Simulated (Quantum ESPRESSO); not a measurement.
## Fe: energy against a fixed spin moment

Wanted: E(M) for Fe from a parallel start.

Main program and level: Quantum ESPRESSO 7.5; PBE; plane waves with GBRV 1.5 PBE potentials, no spin-orbit coupling.

Most raw output is cut from this account.

## 1. The structure

The structure is cubic, space group Im-3m (No. 229). The conventional cell has a = 2.866 Å, b = 2.866 Å, c = 2.866 Å, α = 90.00°, β = 90.00°, γ = 90.00°. Nearest to Fe lie 8 Fe at 2.48 Å.

The lattice constants were typed from memory of published values and not checked against a source.

## 2. The free run

Contents of pw.in:

```
&CONTROL
  calculation = 'scf'
  prefix = 'pwscf'
  outdir = './tmp'
  pseudo_dir = './pseudo'
  disk_io = 'nowf'
/
&SYSTEM
  ibrav = 0
  celldm(1) = 8
  nat = 1
  ntyp = 1
  ecutwfc = 40
  ecutrho = 280
  nbnd = 15
  occupations = 'smearing'
  smearing = 'fd'
  degauss = 0.00367493
  nspin = 2
  starting_magnetization(1) = 0.175
/
&ELECTRONS
  conv_thr = 2d-09
  electron_maxstep = 150
  mixing_beta = 0.3
/
ATOMIC_SPECIES
Fe     55.8450 fe_pbe_v1.5.uspp.F.UPF
CELL_PARAMETERS alat
  -0.3384971920736    0.3384971920736    0.3384971920736
   0.3384971920736   -0.3384971920736    0.3384971920736
   0.3384971920736    0.3384971920736   -0.3384971920736
ATOMIC_POSITIONS crystal
Fe      0.0000000000    0.0000000000    0.0000000000
K_POINTS automatic
20 20 20 0 0 0
```

Command:

```bash
> OMP_NUM_THREADS=1 mpirun -n 4 pw.x -nk 4 -in pw.in > pw.out
```

The job ended after 9 s (4 MPI ranks of Intel Xeon at 2.70GHz, shared host; peak memory 0.27 GiB).

Spin moment in the atom's sphere by atom:

```csv
atom,spin moment in the atom's sphere (μB)
Fe1,2.34
```

Read from the output:

```yaml
smearing_term_ts: 0.008115 eV
magnetization: 2.284 μB
absolute_magnetization: 2.42 μB
final_state: ferromagnetic
```

## 3. Moment fixed at 0 μB

The two spin channels are filled to separate Fermi energies, so that the total moment meets the target. Half of the up one less the down one is the slope dE/dM.

Edit pw.in of step 2 so:

```diff
@@ -19,3 +19,4 @@
   nspin = 2
-  starting_magnetization(1) = 0.175
+  starting_magnetization(1) = 0.0088
+  tot_magnetization = 0
 /
```

Elapsed: 11 s, on 4 MPI ranks; peak memory 0.27 GiB.

This step gave:

```yaml
magnetization: 0 μB
absolute_magnetization: 0 μB
half_the_difference_of_the_two_fermi_energies: 0 meV
largest_moment: 0 μB
```

## 4. Moment fixed at 0.28 μB

Edit pw.in of step 3 so:

```diff
@@ -19,4 +19,4 @@
   nspin = 2
-  starting_magnetization(1) = 0.0088
-  tot_magnetization = 0
+  starting_magnetization(1) = 0.0175
+  tot_magnetization = 0.28
 /
```

Elapsed: 9.9 s, on 4 MPI ranks; peak memory 0.27 GiB.

Spin moment in the atom's sphere by atom:

```csv
atom,spin moment in the atom's sphere (μB)
Fe1,0.301
```

Read from the output:

- magnetization: 0.28 μB
- absolute magnetization: 0.328 μB
- half the difference of the two Fermi energies: -124 meV

## 5. Moment fixed at 0.561 μB

Edit pw.in of step 4 so:

```diff
@@ -14,3 +14,3 @@
   ecutrho = 280
-  nbnd = 15
+  nbnd = 16
   occupations = 'smearing'
@@ -19,4 +19,4 @@
   nspin = 2
-  starting_magnetization(1) = 0.0175
-  tot_magnetization = 0.28
+  starting_magnetization(1) = 0.0351
+  tot_magnetization = 0.561
 /
```

The job ended after 12 s (4 MPI ranks; peak memory 0.27 GiB; 45 s of CPU time).

This step gave:

| Item | Value |
| --- | --- |
| magnetization | 0.561 μB |
| absolute magnetization | 0.652 μB |
| half the difference of the two Fermi energies | -244.1 meV |
| largest moment | 0.6007 μB |

## 6. All moments

The runs not shown differ in the target, the start and the number of states alone. The point at 2.28 μB is the free run, entered with slope zero.

Energy over the lowest against total spin moment:

```csv
total spin moment (μB a cell),energy over the lowest (meV a cell)
0.00,594
0.28,577
0.56,525
0.84,442
1.12,339
1.40,229
1.68,129
1.96,43.0
2.24,0.765
2.28,0
2.52,15.2
2.80,96.9
3.08,301
```

Table of dE/dM by total spin moment:

```csv
total spin moment (μB a cell),dE/dM (meV/μB)
0.00,0.00151
0.28,-124
0.56,-244
0.84,-340
1.12,-391
1.40,-381
1.68,-333
1.96,-254
2.24,-38.8
2.28,0
2.52,119
2.80,495
3.08,933
```

Table of largest site moment by total spin moment:

```csv
total spin moment (μB a cell),largest site moment (μB)
0.00,8.4e-6
0.28,0.301
0.56,0.601
0.84,0.896
1.12,1.19
1.40,1.47
1.68,1.75
1.96,2.03
2.24,2.30
2.28,2.34
2.52,2.57
2.80,2.81
3.08,3.03
```

## 7. What came out

| Quantity | Value |
| --- | --- |
| moment of the free run | 2.28 μB a cell |
| energy at zero total moment | 594 meV a cell over the lowest |
| ΔE/ΔM² from the lowest point to 2.52 and to 1.96 μB | 266 and 416 meV/μB² |

What this shows: At zero total moment the site moments vanish, so the 594 meV a cell is the energy of forming them. The points show one minimum alone. The cell holds one seeded atom, so opposed orders, which may lie lower, cannot form in it.

[Logs and program files are shortened in this print: banners, set-up blocks, solver, clock and traceback lines can be left out without a mark of their own.]

[Logs are printed without paths, hosts, clocks, repeated set-up lines and the standing remarks that a program may print on its own settings, such as how far it seeks lower states.]

[Hosts, paths, dates, database ids (printed as entryN), source tags and the programs' standing remarks are cut or masked in the printed files.]

[Where a cell is said to come from a database of computed structures, the database is the Materials Project.]
